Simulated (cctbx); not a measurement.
# Symmetry from intensities

Cell: a = 8.8590 Å, b = 8.8590 Å, c = 11.7760 Å, α = 90.00°, β = 90.00°, γ = 90.00°. Expected content of the cell: Er8 Fe56 N4.

Simulated single-crystal data (cctbx): Cu Kα, λ = 1.54184 Å, to d = 0.83 Å, 70 % of the full sphere, strongest reflection 20000 counts, noise from counting, a 4 % proportional error and a noise floor of 8 counts (s.d.); no absorption, some extinction.

Tests on the unmerged data give:

```text
4803 reflections to d = 0.830 A
centring   violations  <I/sigma> of those
    A       1773 of  2409     11.0
    B       1775 of  2413     10.9
    C       1800 of  2422     11.1
    I       1674 of  2358     11.1
    R       2513 of  3204     12.1
    F       2674 of  3622     11.0
Laue class    unique    Rint  (classes that these axes allow; Friedel mates merged)
P -1             3106   0.029
P 1 2/m 1        1783   0.034
P 1 1 2/m        1756   0.033
P 2/m 1 1        1793   0.033
P m m m          1009   0.037
P 4/m             899   0.037
P 4/m m m         555   0.038
space group    extra absences  I>4sigma  <I/sigma>
P 4 2 2                 0          0         -  acentric
P 4 21 2               12          0       0.2  acentric
P 42 2 2               10          0       0.2  acentric
P 42 21 2              22          0       0.2  acentric
P 4 m m                 0          0         -  acentric
P 42 n m              322          0       0.0  acentric
P -4 2 m                0          0         -  acentric
P -4 21 m              12          0       0.2  acentric
P -4 m 2                0          0         -  acentric
P -4 n 2              322          0       0.0  acentric
P 4/m m m               0          0         -  centric
P 42/m n m            322          0       0.0  centric
Wilson B = 1.27 A^2   <|E^2-1|> = 0.849 (0.968 centric, 0.736 acentric)   E^2>4: 2.1 %
shell (A)         n   <I/sigma>
11.78 - 1.66     88     30.6
 1.66 - 1.32     69     37.0
 1.32 - 1.15     73     36.7
 1.15 - 1.05     63     35.0
 1.05 - 0.97     69     31.1
 0.97 - 0.91     61     34.7
 0.91 - 0.87     68     28.0
 0.87 - 0.83     64     24.7
```

**Question.** What are the lattice type, the Laue class and the likely space group?

Every centring test has many violations, so the lattice is primitive.

Rint stays low (0.029 to 0.038) up to P 4/m m m, the highest class in these axes.

12 settings pass the absence test. The most absences obeyed, 322, belong to P 42 n m, P -4 n 2 and P 42/m n m, which absences can't tell apart.

⟨|E²−1|⟩ = 0.849 lies between the two ideal values. The Wilson B of 1.27 Å² means U ≈ 0.0161 Å².

The true group is P4_2/mnm (no. 136), Laue class 4/mmm, centrosymmetric. The tables only narrow the choice to the tied entries; cell content, site symmetry and trial solutions must settle it.

The model is made up (kin elements in a known structure type, no relaxation), so it says nothing on whether the phase exists.

[Logs are printed without paths, hosts, clocks, repeated set-up lines and the standing remarks that a program may print on its own settings, such as how far it seeks lower states.]
